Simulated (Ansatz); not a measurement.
# Br_N in GaN (F-43m): charge-transition levels and formation energies, part 2 of 2

Wanted: the transition levels of a substitutional impurity in GaN (F-43m), from a cell of 54 host atoms with 1 N taken out and 1 Br put in.

Ansatz; place-levels on r2SCAN runs: charge-transition levels and formation energies with image-charge correction and potential alignment at the atomic sites; PAW set soft_1.

So far: The structure; What was run first.

## (3) Placing the levels, r2SCAN

A charged cell interacts with its images and the background, and its potential has another zero than the host's. place-levels removes the first by a point-charge model, screened by the static dielectric constant since the ions have relaxed around the charge, and the second by comparing potentials at atoms far from the defect.

The host is a run of the defect-free crystal in the same cutoffs, grids and k-points, so that basis and sampling errors cancel in part in the differences. The host is run in a cell of 2 atoms on a matching mesh. Its band edges are searched through the zone by a band path, so the gap is smaller than, or equal to, that on the mesh. Chemical potentials are energies per atom of N (N2 molecule) and Br (solid Br2 (Cmce)), run with the same functional and cutoff.

levels.point.yaml

```yaml
host:
  run: host.point.run
states: [qm1_M1.point.run, q0.point.run, qp1_M1.point.run, qp2.point.run, q0_M2.point.run]
geometry_from:
  qm1_M1.point.run: qm1_M1.relax.run
  q0.point.run: q0.relax.run
  qp1_M1.point.run: qp1_M1.relax.run
  qp2.point.run: qp2.relax.run
  q0_M2.point.run: q0_M2.relax.run
  host.point.run: host.relax.run
chemical_potentials:
  "N":
    energy: -384.814403
    dataset: "<sha256 of the dataset>"
  Br:
    energy: -2792.869391
    dataset: "<sha256 of the dataset>"
epsilon: 6.0
static_epsilon: 10.56
vertical:
  - { from: qm1_M1.point.run, to: qm1_M1.point_neutral.run }
  - { from: qp1_M1.point.run, to: qp1_M1.point_neutral.run }
  - { from: qp2.point.run, to: qp2.point_neutral.run }
```

On the command line:

```bash
$ ansatz place-levels levels.point.yaml -- --threads 4 --pin off --max-ram 15073MiB
```

Output:

```text
[... repeated set-up lines and file paths are left out, and long positions are rounded to six places ...]
(+2/+1) 2.267 eV above the valence edge (+2.743 eV without the band-filling correction), in the conduction band
(+1/0) 2.965 eV above the valence edge (+2.834 eV without the band-filling correction), in the conduction band; not on the lower envelope
(0/-1) 2.598 eV above the valence edge (+3.531 eV without the band-filling correction), in the conduction band; not on the lower envelope
(+1/-1) 2.782 eV above the valence edge (+3.182 eV without the band-filling correction), in the conduction band: charges between them are lowest nowhere
formation energy of charge +2: +1.251 eV with the Fermi level at the valence edge
formation energy of charge +1: +3.518 eV with the Fermi level at the valence edge
formation energy of charge 0: +6.484 eV with the Fermi level at the valence edge
formation energy of charge -1: +9.082 eV with the Fermi level at the valence edge
vertical -1 to 0: no energy, since no alignment is typed
  the change from vertical[0].from (qm1_M1.point.run) to vertical[0].to (qm1_M1.point_neutral.run): by its potential at epsilon 6 it stands at 0.941 0.268 0.267, with an rms radius of about 2.6 Å (1.9 1.3 1.3 Å across the planes of the cell's vectors); [...]
vertical +1 to 0: no energy, since no alignment is typed
  the change from vertical[1].from (qp1_M1.point.run) to vertical[1].to (qp1_M1.point_neutral.run): by its potential at epsilon 6 it stands at 0.240 0.240 0.239, with an rms radius of about 4.4 Å (2.5 2.5 2.5 Å across the planes of the cell's vectors); [...]
vertical +2 to 0: no energy, since no alignment is typed
  the change from vertical[2].from (qp2.point.run) to vertical[2].to (qp2.point_neutral.run): by its potential at epsilon 6 it stands at 0.245 0.245 0.245, with an rms radius of about 4.4 Å (2.5 2.5 2.5 Å across the planes of the cell's vectors); [...]
  edges by r2scan, gap 2.168 eV; the host is sampled to repeats of 19.08 Å
  the defect's cells are sampled to repeats of 19.08 Å, like sampling
  charge +2: -115187.8621 eV with its correction of +1.399 eV, at epsilon 10.56, aligned at sites: +0.2362 eV, mean over 19 atomic sites at or beyond 4.77 Å from the defect at [0.4167, 0.4167, 0.4167], with +0.000000 for the charge's moments and without [...]
  charge +1: -115175.6697 eV with its correction of +0.540 eV, at epsilon 10.56, aligned at sites: +0.3081 eV, mean over 19 atomic sites at or beyond 4.77 Å from the defect at [0.4167, 0.4167, 0.4167], with +0.000000 for the charge's moments and without [...]
  charge 0: +0.000 eV for its dipole among its images, +0.000 omitted
  charge -1: -115150.4056 eV with its correction of -0.236 eV, at epsilon 10.56, aligned at sites: +0.4673 eV, mean over 19 atomic sites at or beyond 4.77 Å from the defect at [0.4167, 0.4167, 0.4167], with +0.000000 for the charge's moments and without [...]
  charge 0: states[4] (q0_M2.point.run) stands 0.286 eV higher, with a moment of 2.00 μB against 0.00
  of states[3] (qp2.point.run): it parts from the run at its places by a charge that spreads by about 2.5 Å along one vector (1.3 Å or more is wide), by its potential at epsilon 6, taken for that of held ions (one typed too small widens it), where the cell [...]
  of states[2] (qp1_M1.point.run): it parts from the run at its places by a charge that spreads by about 2.5 Å along one vector (1.3 Å or more is wide), by its potential at epsilon 6, taken for that of held ions (one typed too small widens it), where the cell [...]
  of states[1] (q0.point.run): a band-filling correction moves a carrier to the host's band edge, which changes its energy by -0.344 eV
  of states[0] (qm1_M1.point.run): it parts from the run at its places by a charge that spreads by about 1.9 Å along one vector (1.3 Å or more is wide), by its potential at epsilon 6, taken for that of held ions (one typed too small widens it), where the cell [...]
  of states[4] (q0_M2.point.run): its moments are held at its close (magnetization.spin_locking), by a field of 0.037 eV a Bohr magneton, and its energy and levels are of the state that this holds: a run that lets them go can end lower; [...]
  of vertical[0].from (qm1_M1.point.run): stability_check_not_made; [...]
  of vertical[1].from (qp1_M1.point.run): stability_check_not_made; [...]
  of vertical[2].from (qp2.point.run): it parts from the run at its places by a charge that spreads by about 2.5 Å along one vector (1.3 Å or more is wide), by its potential at epsilon 6, taken for that of held ions (one typed too small widens it), where the [...]
```

Elapsed: 0.5 s, on 4 threads of Arm Neoverse V1, shared host.

Levels between the charges placed, in eV above the valence top:

```
        gap (eV)  (+2/+1)  (+1/0)  (0/−1)
r2SCAN      2.17     2.27    2.97    2.60
```

Corrections by state:

```
charge  moment (μB)  image terms and alignment (eV)  band filling (eV)  ε used  over the lowest of its charge, as the program ranks them, band filling apart (eV)
    +2          0.0                           1.399                  -   10.56                                                                              0.000
    +1          1.0                           0.540             -0.475   10.56                                                                              0.000
     0          0.0                           0.000             -0.344       -                                                                              0.000
    −1          1.0                          -0.236             -1.276   10.56                                                                              0.000
     0          2.0                           0.000                  -       -                                                                              0.286
```

The charged structures listed were also run neutral, and place-levels reads from each pair, by the potential or the spins, how wide the charge is by which they differ; that can be the carrier of either run.

```
charge  rms radius (Å)  spread where it is widest against the cell (Å)  wide from (Å)  reading
    +2             4.4                                            2.54           1.35     wide
    +1             4.4                                            2.52           1.35     wide
    −1             2.6                                            1.86           1.35     wide
```

The neutral runs of these pairs need not share the spin of the lowest neutral state, and very wide values only mean spread over the cell.

From the program's caveats on the states, each cut to its opening words:

- charge +2, +1 (1 μB): it parts from the run at its places by a charge that spreads by about 2.5 Å along one vector (1.3 Å or more is wide), by its potential at epsilon 6, taken for [...]
- charge +2: its alignment with the host at atomic sites is doubtful: the mean over the far sites moves by -0.1932 eV from their farther parts to their nearer, more than [...]
- charge +1 (1 μB): a band-filling correction moves a carrier to the host's band edge, which changes its energy by -0.475 eV
- charge +1 (1 μB): its alignment with the host at atomic sites is doubtful: the mean over the far sites moves by -0.1580 eV from their farther parts to their nearer, more than [...]
- charge +1 (1 μB), −1 (1 μB), 0 (2 μB): flagged: stability check not made
- charge 0: a band-filling correction moves a carrier to the host's band edge, which changes its energy by -0.344 eV
- charge −1 (1 μB): it parts from the run at its places by a charge that spreads by about 1.9 Å along one vector (1.3 Å or more is wide), by its potential at epsilon 6, taken for [...]
- charge −1 (1 μB): a band-filling correction moves a carrier to the host's band edge, which changes its energy by -1.276 eV
- charge −1 (1 μB): its alignment with the host at atomic sites is doubtful: the mean over the far sites moves by +0.0753 eV from their farther parts to their nearer, more than [...]
- charge 0 (2 μB): its moments are held at its close (magnetization.spin_locking), by a field of 0.037 eV a Bohr magneton, and its energy and levels are of the state that this [...]

The host's formation energy from the elements is -0.646 eV per atom; it sets how far the chemical potentials can move.

Formation energies (eV), Ga-rich (Δμ(Ga) = 0.00 eV, Δμ(N) = -1.29 eV, Δμ(Br) = 0.00 eV):

```
charge  Fermi level at the valence top  at the conduction bottom
    +2                           -0.04                      4.30
    +1                            2.23                      4.39
     0                            5.19                      5.19
    −1                            7.79                      5.62
```

Formation energies (eV), N-rich (Δμ(N) = 0.00 eV, Δμ(Ga) = -1.29 eV, Δμ(Br) = 0.00 eV):

```
charge  Fermi level at the valence top  at the conduction bottom
    +2                            1.25                      5.59
    +1                            3.52                      5.69
     0                            6.48                      6.48
    −1                            9.08                      6.91
```

## (4) Summary of results

* gap of the host: 2.17 eV (r2SCAN)
* level (plus 2/plus 1): 2.27 eV above the valence top, past the conduction bottom (2.74 eV above the valence top without the band-filling term)
* level (plus 1/0): 2.97 eV above the valence top, past the conduction bottom, not a change between lowest states (2.83 eV above the valence top without the band-filling term)
* level (0/minus 1): 2.60 eV above the valence top, past the conduction bottom, not a change between lowest states (3.53 eV above the valence top without the band-filling term)
* lowest of the charges placed, just above the valence top (0.02 eV): +2
* lowest of the charges placed, just below the conduction bottom (0.02 eV): +2
* lowest formation energy at mid-gap of the charges run, Ga-rich: 2.13 eV
* lowest formation energy at mid-gap of the charges run, N-rich: 3.42 eV

**Reading.** Of the charges placed (−1, 0, +1 and +2), +2 is the lowest from 0.02 eV above the valence top to 0.02 eV below the conduction bottom, a gap of 2.17 eV. Charges above +2 were not placed, so these runs say nothing of levels that involve them. States placed: +2 at 0 μB; +1 at 1 μB; 0 at 0 μB and 2 μB; −1 at 1 μB. Other spin states or structures, where not listed, weren't placed. The program finds carriers beyond a band edge of the host and adds a band-filling term at charge −1 (-1.28 eV), 0 (-0.34 eV) and +1 (-0.48 eV); steps to such a charge show no bound level, and a defect level inside a band would be read the same way. Br is taken at its element; compounds, which aren't counted here, bound the chemical potentials and would shift these formation energies. The program doubts the alignment of potentials for at least one state, a sign that the cell is small. Limits: r2SCAN makes the gap too small and tends to spread out bound carriers; where a gas molecule sets a chemical potential or the host's formation energy, its binding is uncorrected.

[Logs are printed without paths, hosts, clocks, repeated set-up lines and the standing remarks that a program may print on its own settings, such as how far it seeks lower states.]

[Hosts, paths, dates, database ids (printed as entryN), source tags and the programs' standing remarks are cut or masked in the printed files.]

[Where a table of states has a column of steps, it counts the stored structures, which are thinned; the runs took as many ionic steps or more.]

[A defect's name tells the site on which it was built; relaxed atoms can leave that site.]

[For some hosts the program warned that the k-mesh of the response run may be too coarse for force constants and the static dielectric constant; such warnings are not shown here.]
